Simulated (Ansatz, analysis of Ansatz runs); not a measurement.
# Moving an added hole between O sites in Na2WO4 (Fd-3m), part 2 of 2

Question: does an added hole stay on the O atom where it is started in Na2WO4 (Fd-3m), and if so, how high is the barrier for a hop to another O site nearby? Model: a cell of 56 host atoms.

Ansatz 0.2.0; plane-wave PAW DFT, PBEsol+U; relaxation of all atoms of a supercell at fixed charge in a uniform background; PAW set soft_1.

So far. Step 2 (The cell without the carrier): The largest displacement from an ideal site is 0.013 Å. Step 3 (The hole on the first site): The largest changes of the moments are 0.78 μB on O53, 0.06 μB on O42 and 0.03 μB on O52. The largest part sits on the chosen site.

**4. The hole on the second site**

The same start is made on the second site, to get the end of the hop.

Input file B.relax/input.yaml:

```yaml
crystal:
  lattice:
    - [9.10882359, 0.0, 0.0]
    - [0.0, 9.10882359, 0.0]
    - [0.0, 0.0, 9.10882359]
  atoms:
    - { symbol: Na, position: [0.124922, 0.375587, 0.375163] }
    - { symbol: Na, position: [0.124986, 0.875433, 0.875339] }
[... 2 atom lines left out ...]
    - { symbol: Na, position: [0.374975, 0.12566, 0.375173] }
[... 13 atom lines left out ...]
    - { symbol: W, position: [0.762488, 0.263112, 0.237406] }
[... 4 atom lines left out ...]
    - { symbol: W, position: [0.49985, 0.500373, 0.499962] }
[... 10 atom lines left out ...]
    - { symbol: O, position: [0.637293, 0.137958, 0.362652], spin: 1.0 }
[... 11 atom lines left out ...]
    - { symbol: O, position: [0.612365, 0.387799, 0.612602] }
[... 5 atom lines left out ...]
    - { symbol: O, position: [0.387231, 0.387828, 0.387372] }
[... 2 atom lines left out ...]
    - { symbol: O, position: [0.887233, 0.887894, 0.387768] }
total_charge: 1
basis:
  ecutwfc: 420
  xc_grid: 2
hamiltonian:
  xc: pbesol
  hubbard:
    sites: [{ species: O, l: p, u_eff: 7.0 }]
    projectors: ortho-atomic
  pseudopotentials: { kind: paw, azcp: { folder: soft_1 }, xc_functional: pbe }
kpoints:
  mp_grid: { grid: [1, 1, 1] }
magnetization:
  spin_polarized: true
  initial_magnetization: 1
  spin_locking: { lock_magnetization: hard }
scf:
  occupations: { method: fermi_dirac, width: 0.01 }
  max_iter: 120
  lower_state_search: "off"
output:
  forces: true
relax:
  f_tol: 0.015
  max_steps: 70
  escape_saddle: false
checkpoint:
  write: "../B.relax.run"
  compress: false
  write_wavefunctions: true
  write_every: 100000
```

Run with:

```sh
$ ansatz run input.yaml --threads 8 --pin off --max-ram 18841MiB --backend cpu --events-out ev --progress --plain --runs-dir out
```

Numbers of over 12 decimals in the logs are rounded to 6 here.

Log:

```text
[...]
Crystal: 56 atoms, lattice volume = 755.765 Å³
Basis set: ecut = 420 eV, 14771 PW (Γ), exchange–correlation on 128×128×128 points (8 copies of the dense FFT grid, shifted against one another)
Bands: 280, of which v1, the nominal top of the filled ones, is band 224 counted from 1 (223 counted from 0)
Symmetry: 1 space group operations
[...]
k-points: 1
[...]
Starting moments: Σ|m| = 1 μB on 1 of 56 sites
[...]
SCF iter   1: F=—  HF=-123615.702346 eV  |F-HF|=—  |Δ(HF+E_count)|=         —  Δρ=6.66e-2 (↑6.65e-2 ↓6.66e-2)  dr2=2.17e2  dr2_m=8.51e-2  M=1.000 μB ∫|m|=1.164 μB  β_m=0.30  ethr=3.10e-3  ⟨swp⟩=6.0  Hψ=1934  notcnv=0
[...]
F+E_penalty+E_count = -123571.46398875 eV   max|allowed force component| = 9.813e-3 eV/Å
  atoms:
    - { symbol: Na, position: [0.132093, 0.378449, 0.375113] }
    - { symbol: Na, position: [0.124967, 0.875511, 0.874502] }
[...]
- { symbol: Na, position: [0.356993, 0.118010, 0.378778] }
[...]
- { symbol: Na, position: [0.370279, 0.377538, 0.121854] }
[...]
- { symbol: Na, position: [0.621337, 0.120958, 0.641195] }
[...]
- { symbol: W, position: [0.757440, 0.259759, 0.244855] }
[...]
- { symbol: W, position: [0.502775, 0.494673, 0.497991] }
[...]
- { symbol: O, position: [0.643909, 0.367892, 0.135560] }
[...]
- { symbol: O, position: [0.634196, 0.136186, 0.368159] }
    [... 5 atoms left out ...]
    - { symbol: O, position: [0.391054, 0.116370, 0.118716] }
    [... 5 atoms left out ...]
    - { symbol: O, position: [0.617399, 0.381681, 0.608175] }
    [... 5 atoms left out ...]
    - { symbol: O, position: [0.396018, 0.377525, 0.383597] }
    [... 3 atoms left out ...]
[key lines of the parts left out:]
SCF converged after 21 iterations
Magnetization: 1.0000 μB (224.0000 up, 223.0000 down)
Free energy (F): -123571.463989 eV
Fermi energy:    3.758248 (↑ 4.718680, ↓ 3.755701) eV
```

Wall time 43 s (8 threads of Arm Neoverse V2, shared host); peak memory 1.5 GiB; 5.3 min of CPU time.

Distances from O35 without and with the hole:

```tsv
atom	without (Å)	with (Å)
W19	1.78	1.95
Na15	2.39	2.49
Na5	2.39	2.53
Na4	2.40	2.55
```

The largest changes of the moments are 0.78 μB on O35, 0.06 μB on O27 and 0.03 μB on O31. The largest part sits on the chosen site.

**5. Points on the line between the two structures**

All atoms move on the straight line between the two relaxed structures, 4.46 amu^1/2 Å long in mass-weighted terms. Each point starts from the state of the point before, once from either end, so that both localised states can be followed; the midpoint is also started with the carrier shared.

Input file A.x0500/input.yaml:

```yaml
crystal:
  lattice:
    - [9.10882359, 0.0, 0.0]
    - [0.0, 9.10882359, 0.0]
    - [0.0, 0.0, 9.10882359]
  atoms:
    - { symbol: Na, position: [0.119141, 0.374599, 0.371582] }
    - { symbol: Na, position: [0.12489, 0.875845, 0.875121] }
[... 2 atom lines left out ...]
    - { symbol: Na, position: [0.363595, 0.113746, 0.375448] }
[... 13 atom lines left out ...]
    - { symbol: W, position: [0.750704, 0.256227, 0.249187] }
[... 4 atom lines left out ...]
    - { symbol: W, position: [0.505959, 0.500255, 0.503054] }
[... 6 atom lines left out ...]
    - { symbol: O, position: [0.635383, 0.367499, 0.141154] }
[... 3 atom lines left out ...]
    - { symbol: O, position: [0.632556, 0.13938, 0.368156] }
[... 17 atom lines left out ...]
    - { symbol: O, position: [0.390774, 0.380037, 0.38425], spin: 1.0 }
[... 2 atom lines left out ...]
    - { symbol: O, position: [0.881985, 0.892461, 0.385905] }
total_charge: 1
basis:
  ecutwfc: 420
  xc_grid: 2
hamiltonian:
  xc: pbesol
  hubbard:
    sites: [{ species: O, l: p, u_eff: 7.0 }]
    projectors: ortho-atomic
  pseudopotentials: { kind: paw, azcp: { folder: soft_1 }, xc_functional: pbe }
kpoints:
  mp_grid: { grid: [1, 1, 1] }
magnetization:
  spin_polarized: true
  initial_magnetization: 1
  spin_locking: { lock_magnetization: hard }
scf:
  occupations: { method: fermi_dirac, width: 0.01 }
  max_iter: 120
  lower_state_search: "off"
output:
  forces: true
  eigenvalues: true
  eigenstates: { localisation: true }
  write_density: true
  write_potential: true
  volumetric_format: npy
checkpoint:
  read: "../A.x0375.run"
  write: "../A.x0500.run"
  compress: false
  write_wavefunctions: true
  write_every: 100000
```

Log:

```text
[...]
Warning: checkpoint.read: the run can stay near the saved state's solution: 56 site(s) moved relative to the saved geometry (max |Δs| = 3.238e-3 fractional); [...]
[...]
Crystal: 56 atoms, lattice volume = 755.765 Å³
Basis set: ecut = 420 eV, 14771 PW (Γ), exchange–correlation on 128×128×128 points (8 copies of the dense FFT grid, shifted against one another)
Bands: 280, of which v1, the nominal top of the filled ones, is band 224 counted from 1 (223 counted from 0)
Symmetry: 1 space group operations
[...]
k-points: 1
[...]
Starting moments: Σ|m| = 1 μB on 1 of 56 sites; this step starts from the density that it was given
[...]
SCF iter   1: F=—  HF=-123571.057542 eV  |F-HF|=—  |Δ(HF+E_count)|=         —  Δρ=1.67e-3 (↑1.33e-3 ↓1.67e-3)  dr2=3.10e-2  dr2_m=1.84e-3  M=1.000 μB ∫|m|=1.265 μB  β_m=0.30  ethr=7.16e-6  ⟨swp⟩=6.5  Hψ=3072  notcnv=0
[...]
spin=Collinear: Resta preconditioning applied to the charge; magnetization (m = ρ↑ − ρ↓) channel mixes plain (no charge-response kernel on spin).
SCF iter   2: F=—  HF=-123571.053355 eV  |F-HF|=—  |Δ(HF+E_count)|=   4.19e-3  Δρ=1.18e-3 (↑9.54e-4 ↓1.18e-3)  dr2=1.60e-2  dr2_m=9.61e-4  M=1.000 μB ∫|m|=1.267 μB  β_m=0.65  ethr=6.94e-6  ⟨swp⟩=2.0  Hψ=670  notcnv=0
[...]
SCF iter  35: F=-123571.051395 eV  HF=-123571.051395 eV  |F-HF|=3.90e-8  |Δ(HF+E_count)|=   3.05e-7  Δρ=1.85e-6 (↑1.10e-6 ↓1.85e-6)  dr2=5.30e-8  dr2_m=2.72e-9  M=1.000 μB ∫|m|=1.287 μB  ethr=2.24e-11  ⟨swp⟩=12.0  Hψ=3777  notcnv=0
SCF 1 converged in 35 iterations: F = -123571.051395 eV  dr2 = 5.30e-8
[...]
SCF converged after 35 iterations
[...]
Magnetization: 1.0000 μB (224.0000 up, 223.0000 down)
Absolute magnetization: 1.2874 μB (∫|ρ↑−ρ↓|, with the PAW one-centre terms)
[...]
Per-site moments (μB) at R_I (Å): [(0.00148586, 0.970011), (1.826998133883391e-7, 0.989116), (-2.9181979311961636e-6, 0.981047), [... 53 left out ...]
Free energy (F): -123571.051395 eV
[...]
Internal energy: -123571.051395 eV  (E = F + TS)
E sigma→0 (E₀):  -123571.051395 eV
Fermi energy:    3.484143 (↑ 4.718623, ↓ 3.484120) eV
[...]
--- Forces (eV/Å), atoms counted from 1 ---
  atom   1  Na    -0.48005916    -0.12608844    -0.05661852
  atom   2  Na    -0.01713606     0.02057980    -0.00062500
  [... 2 atoms left out ...]
  atom   5  Na     0.25653092    -0.27233359    -0.04698987
  [... 3 atoms left out ...]
  atom   9  Na     0.11253030    -0.06912768    -0.23880309
  [... 5 atoms left out ...]
  atom  15  Na     0.07648696    -0.10067698    -0.28030196
  [... 3 atoms left out ...]
  atom  19  W     -1.76651839    -2.41864215     1.86246915
  [... 4 atoms left out ...]
  atom  24  W      2.27368665     1.42209216     1.49014743
  [... 6 atoms left out ...]
  atom  31  O     -0.48420951     0.51511087    -0.36465311
  [... 3 atoms left out ...]
  atom  35  O      1.15755905     1.71336737    -1.34058945
  [... 5 atoms left out ...]
  atom  41  O     -0.15709564     0.02712045    -0.03940522
  [... 5 atoms left out ...]
  atom  47  O     -0.59571521     0.57148388    -0.41101632
  [... 5 atoms left out ...]
  atom  53  O     -1.20725485    -1.01864189    -1.05837535
  [... 3 atoms left out ...]
  max |Σ_I F_I| component: 4.99e-4 eV/Å
--- Band table (eV) ---
[...]
Occupation matrices written to <dir>
```

Run time: 20 s. Hardware: 8 threads; peak memory 1.5 GiB; 2.5 min of CPU time.

The column dr2 measures how far the density is from self-consistency, as an energy; F and HF (Harris–Foulkes) agree once it is small.

From eigenstates.tsv, first k-point; energies on the run's zero. The participation number counts the atoms that a state is spread over, of 56; bands count from 0.

```tsv
spin	band	energy (eV)	occupation	participation	largest share on	share
down	217	2.362	1.00	16.3	O40	0.14
down	218	2.396	1.00	14.0	O27	0.14
down	219	2.406	1.00	19.3	O56	0.11
down	220	2.424	1.00	16.0	O27	0.12
down	221	2.620	1.00	3.6	O35	0.51
down	222	2.654	1.00	3.4	O35	0.52
down	223	4.314	0.00	2.9	O53	0.55
down	224	6.993	0.00	2.7	W24	0.57
down	225	7.846	0.00	3.8	W24	0.45
down	226	8.274	0.00	7.7	W18	0.27
down	227	8.293	0.00	7.9	W18	0.32
up	218	2.361	1.00	16.6	O40	0.14
up	219	2.393	1.00	14.0	O27	0.14
up	220	2.404	1.00	19.2	O56	0.11
up	221	2.423	1.00	16.2	O27	0.11
up	222	2.533	1.00	5.1	O35	0.41
up	223	2.601	1.00	3.8	O35	0.49
up	224	6.837	0.00	2.6	W24	0.58
up	225	6.971	0.00	2.7	W24	0.58
up	226	8.237	0.00	5.0	W24	0.41
up	227	8.267	0.00	9.0	W18	0.25
up	228	8.292	0.00	9.7	W18	0.27
```

Under PBEsol+U (7 eV) at the zone centre alone, the highest filled state is spin down, spread over 3 of 56 atoms, and the lowest empty one, 1.66 eV above it, is spin down, spread over 3 of 56 atoms.

The largest moments in the atoms' spheres: O53 0.73, O42 0.09, W24 -0.04, O47 0.03, O35 0.03, O34 0.01 μB.

Spin density in the ab plane at fractional z = 0.375, through the centre, with atoms of Na and O within 0.45 Å of it.

Values in units of 1e-1 e/Å³, 13 rows by 16 columns, each cell a mean:
```
 0.0  0.0  0.0  0.0  0.0  0.0  0.0  0.0  0.0  0.0  0.0  0.0  0.0  0.0  0.0  0.0
 0.0  0.0  0.0  0.0  0.0  0.0  0.0  0.0  0.0  0.0  0.0  0.0  0.0  0.0  0.0  0.0
 0.0  0.0  0.0  0.0  0.0  0.0  0.0  0.0  0.0  0.0  0.0  0.0  0.0  0.0  0.0  0.0
 0.0  0.0  0.0  0.0  0.0  0.0  0.0  0.0  0.0  0.0  0.0  0.0  0.0  0.0  0.0  0.0
 0.0  0.0  0.1  0.0  0.0  0.0  0.0  0.0  0.0  0.0  0.0  0.0  0.0  0.0  0.0  0.0
 0.0  0.0  0.0  0.0  0.0  0.0  0.0  0.0  0.0  0.0  0.0  0.0  0.0  0.0  0.0  0.0
 0.0  0.0  0.0  0.0  0.1  0.6  0.3 -0.1  0.0  0.0  0.0  0.0  0.0  0.0  0.0  0.0
 0.0  0.0  0.0  0.0  0.5  5.4  6.7  2.3  0.2  0.0  0.0  0.0  0.0  0.0  0.0  0.0
 0.0  0.0  0.0  0.0  0.2  1.0  6.9  4.4  0.3  0.0  0.0  0.0  0.0  0.0  0.0  0.0
 0.0  0.0  0.0  0.0  0.0  0.0  0.3  0.3  0.0  0.0  0.0  0.0  0.0  0.0  0.0  0.0
 0.0  0.0  0.0  0.0  0.0  0.0  0.0  0.0  0.0  0.3  0.3  0.0  0.0  0.0  0.0  0.0
 0.0  0.0  0.0  0.0  0.0  0.0  0.0  0.0  0.0  0.1  0.3  0.1  0.0  0.0  0.0  0.0
 0.0  0.0  0.0  0.0  0.0  0.0  0.0  0.0  0.0  0.0  0.0  0.0  0.0  0.0  0.0  0.0
```
Columns run along a (9.1 Å), rows up along b (9.1 Å). Atoms in or near the plane, at fractional coordinates: Na at (0.12, 0.37), Na at (0.62, 0.87), Na at (0.36, 0.11), Na at (0.88, 0.63), O at (0.14, 0.63), O at (0.63, 0.14), O at (0.36, 0.86), O at (0.86, 0.37), O at (0.11, 0.11), O at (0.62, 0.61), O at (0.39, 0.38), O at (0.88, 0.89).

Electrostatic potential energy in the ab plane at fractional z = 0.375, through the centre, with atoms of Na and O within 0.45 Å of it. With pseudopotentials it is smooth inside the atoms' cores, unlike the true potential.

Ten even steps from '0' (-49 eV) to '9' (11 eV), each cell a mean:
```
88999999999999998999998788
88999999867999852589973248
99999998423799600079962248
99999998312699610179985469
99999888646899864689999999
99998877889999999999999999
99988878899999999999998789
99633688899999976899962158
99422599999999732489840028
99633799999999622489961048
99988999999888754799987789
99999999998877889999999999
99888999988887889999999999
97324899843478889999975699
95001799620268999999842379
96102799832379999999842379
98657899987899999988876799
99999999999999999987889999
99999999988999997788889999
98658998645899953378899999
95225998200599841269999999
85225998200599964489999999
87558999635899999999999988
78999999999999999999999987
```
Columns run along a (9.1 Å; values clipped at the 3rd and 97th percentile), rows up along b (9.1 Å). Atoms in or near the plane, at fractional coordinates: Na at (0.12, 0.37), Na at (0.62, 0.87), Na at (0.36, 0.11), Na at (0.88, 0.63), O at (0.14, 0.63), O at (0.63, 0.14), O at (0.36, 0.86), O at (0.86, 0.37), O at (0.11, 0.11), O at (0.62, 0.61), O at (0.39, 0.38), O at (0.88, 0.89).

Valence density in the ab plane at fractional z = 0.375, through the centre, with atoms of Na and O within 0.45 Å of it. It is the smooth field of the valence electrons, not physical close to the nuclei.

Ten steps, logarithmic in the rise over the least value, from '_' (0 e/Å³) to '@' (19 e/Å³), each cell a mean:
```
......__________........______......____..::====--::
..____________::--====::..__..++**++..__..==**##++--
..__________..--++##**==::__==%%@@%%--..::==####**--
____________..--**####==::__--%%@@##--__..--++**==::
__________....--==++++--..__..==++==..____..----::..
______........::::--::..________..__________....____
__..::------::......________....::..________::::..__
__::==****==::..__________..::==++--::____--####++..
..--++####++::..__________::==**##**--....++@@@@##::
__::++****==::____________::==####**--....==%%%%**..
__..::----::..__________..::--++++==::____..----..__
______....__________........::::::..________________
____......______..::----::......__________..::::..__
__::**##++..____::++**++--..____________::==++++--..
..==%%@@%%--__..==####**--..__________..--**####==..
__--##@@##::__..--****++::____________..--**##**==..
__..--==--______..--==--..__________....::==++==::..
______..__________....________..........::::::::..__
__..::::..________....______..--====--::....________
..--++++--..__..--**++::__..--++****==::..__________
::++####++::..::##@@%%++....--**####==::____________
::++####++::..::##@@%%++....::++****--..__________..
::--++++--..__..--**++::____..::----..____________..
::::::::..________....__________..__________........
```
Columns run along a (9.1 Å), rows up along b (9.1 Å). Atoms in or near the plane, at fractional coordinates: Na at (0.12, 0.37), Na at (0.62, 0.87), Na at (0.36, 0.11), Na at (0.88, 0.63), O at (0.14, 0.63), O at (0.63, 0.14), O at (0.36, 0.86), O at (0.86, 0.37), O at (0.11, 0.11), O at (0.62, 0.61), O at (0.39, 0.38), O at (0.88, 0.89).

Free energies from the first end:

```tsv
started from	fraction	energy (eV)	moment change on O53 (μB)	on O35 (μB)
first site	0	0.000	0.78	0.00
first site	0.125	0.026	0.77	0.01
first site	0.25	0.105	0.76	0.01
first site	0.375	0.234	0.74	0.02
first site	0.5	0.413	0.73	0.03
first site	0.625	0.637	0.71	0.05
second site	0.875	0.027	0.01	0.77
second site	0.75	0.107	0.01	0.76
second site	0.625	0.239	0.02	0.74
second site	0.5	0.421	0.03	0.73
second site	0.375	0.651	0.04	0.71
shared	0.5	0.413	0.73	0.03
second site	1	0.000	0.01	0.78
```

**6. Outcome**

```json
{
  "barrier forward": "0.41 eV",
  "barrier backward": "0.41 eV",
  "distance of the two sites without the carrier": "3.23 Å",
  "carrier at the midpoint": "on one site"
}
```

What this shows: On this line the hole must cross 0.41 eV to hop 3.23 Å; both ends have the same energy within 0.005 eV. At the midpoint the lowest state found keeps the carrier on one site, so the two localised curves cross in a cusp. This suggests weak coupling and a hop slower than the barrier alone implies, though U itself penalises the shared state. The start with the carrier shared fell onto one site. With an assumed attempt frequency of 1e13 per second the rate at 300 K would be 1e+06 per second for this barrier, if every crossing succeeded. A straight line need not be the lowest path, so the true barrier at this U can be lower, or higher if the ends can still break their symmetry; the top can also fall between the computed points, which would raise it. A shorter hop, 2.90 Å to O42, was not computed. No run compares the localised hole with one spread in the band, so its binding is unknown and the barrier may exceed it. The program's search for lower electronic states was switched off in all runs, so that each state is followed; none is shown to be the lowest at its structure. No image-charge correction is applied; it nearly cancels along the line while the charge stays localised. What this leaves open: sampling at the zone centre alone can move energies of charged and open-shell states by tenths of an eV or more in cells of this size; gap and trapping depend on the U chosen (O p 7.0 eV); spin–orbit coupling, which can matter with heavy atoms, is left out.

[Logs are printed without paths, hosts, clocks, repeated set-up lines and the standing remarks that a program may print on its own settings, such as how far it seeks lower states.]

[Hosts, paths, dates, database ids (printed as entryN), source tags and the programs' standing remarks are cut or masked in the printed files.]
